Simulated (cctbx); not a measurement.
## Interatomic vectors of Yb3CuPb3

Space group C2/m (no. 12), a = 11.8670 Å, b = 4.7200 Å, c = 15.0660 Å, α = 90.00°, β = 111.34°, γ = 90.00°, content Pb12 Yb12 Cu4.

The data are simulated with cctbx, not measured: Mo Kα, λ = 0.71073 Å, to d = 0.8 Å, 95 % of the full sphere, strongest reflection 70000 counts, noise from counting, a 6 % proportional error and a noise floor of 4 counts (s.d.); no absorption.

Patterson synthesis from sharpened amplitudes, origin scaled to 1000:

```text
Patterson group C 1 2/m 1
      u       v       w   height  length (A)
  0.000   0.000   0.000   1000.0     0.00
  0.131   0.500   0.161    357.6     3.34
  0.151   0.000   0.310    322.7     4.35
  0.239   0.500   0.386    300.5     5.95
  0.200   0.500   0.988    278.4     3.39
  0.091   0.500   0.689    276.1     5.70
  0.001   0.500   0.148    198.5     3.25
  0.022   0.000   0.470    197.9     6.99
  0.065   0.500   0.624    191.5     6.44
  0.057   0.000   0.828    187.9     2.90
  0.198   0.000   0.789    184.7     4.59
  0.116   0.000   0.228    162.2     3.20
  0.145   0.000   0.702    154.9     5.36
  0.168   0.500   0.923    150.0     3.55
```

Q: Assign the vectors.

A peak at u stands for all pairs with xi − xj = u, with weight Σ ZiZj against Σ Z² = 142852 at the origin. Peak heights follow these weights only roughly, since form factors, motion and series ripples differ, all vectors within 0.55 Å of a peak are counted as merged into it though the farther ones add only part of their weight, and F(000) is left out, which lowers the whole map:

| u | v | w | shortest length (Å) | height | 1000 ΣZiZj/ΣZ² | pairs in the cell |
| --- | --- | --- | --- | --- | --- | --- |
| 0.131 | 0.500 | 0.161 | 3.34 | 358 | 482 | 12 × Pb–Yb |
| 0.151 | 0.000 | 0.310 | 4.35 | 323 | 463 | 8 × Yb–Yb, 4 × Pb–Pb |
| 0.239 | 0.500 | 0.386 | 5.95 | 300 | 325 | 4 × Pb–Pb, 4 × Yb–Yb |
| 0.200 | 0.500 | 0.988 | 3.40 | 278 | 321 | 8 × Pb–Yb |
| 0.091 | 0.500 | 0.689 | 5.38 | 276 | 321 | 8 × Pb–Yb |
| 0.001 | 0.500 | 0.148 | 3.24 | 198 | 333 | 8 × Pb–Yb, 2 × Cu–Cu |
| 0.022 | 0.000 | 0.470 | 6.99 | 198 | 188 | 4 × Pb–Pb |
| 0.065 | 0.500 | 0.624 | 6.12 | 192 | 321 | 8 × Pb–Yb |
| 0.057 | 0.000 | 0.828 | 2.91 | 188 | 188 | 4 × Pb–Pb |
| 0.198 | 0.000 | 0.789 | 4.50 | 185 | 188 | 4 × Pb–Pb |

The table stops at ten peaks or at a height of 45, below which ripples compete. In the model behind the data Pb, the heaviest element, has 3 independent sites: (0.3847, 1/2, 0.9279), (0.0570, 0, 0.2442) and (0.1408, 0, 0.5449), up to an allowed shift of origin; the Pb–Pb vectors are differences of these positions and their symmetry mates. Elements of similar Z can't be told apart from the map alone. The whole model:

| atom | mult. | x | y | z | Ueq (Å²) |
| --- | --- | --- | --- | --- | --- |
| Pb1 | 4 | 0.3847 | 1/2 | 0.9279 | 0.0049 |
| Pb2 | 4 | 0.0570 | 0 | 0.2442 | 0.0060 |
| Pb3 | 4 | 0.1408 | 0 | 0.5449 | 0.0067 |
| Yb1 | 4 | 0.9718 | 1/2 | 0.6181 | 0.0091 |
| Yb2 | 4 | 0.7438 | 0 | 0.2287 | 0.0072 |
| Yb3 | 4 | 0.9029 | 1/2 | 0.0818 | 0.0084 |
| Cu1 | 4 | 0.2539 | 1/2 | 0.5833 | 0.0122 |

The model was made for the exercise: a known structure type with other elements put in, its volume estimated, not relaxed; displacement parameters are assumed.

[Logs are printed without paths, hosts, clocks, repeated set-up lines and the standing remarks that a program may print on its own settings, such as how far it seeks lower states.]
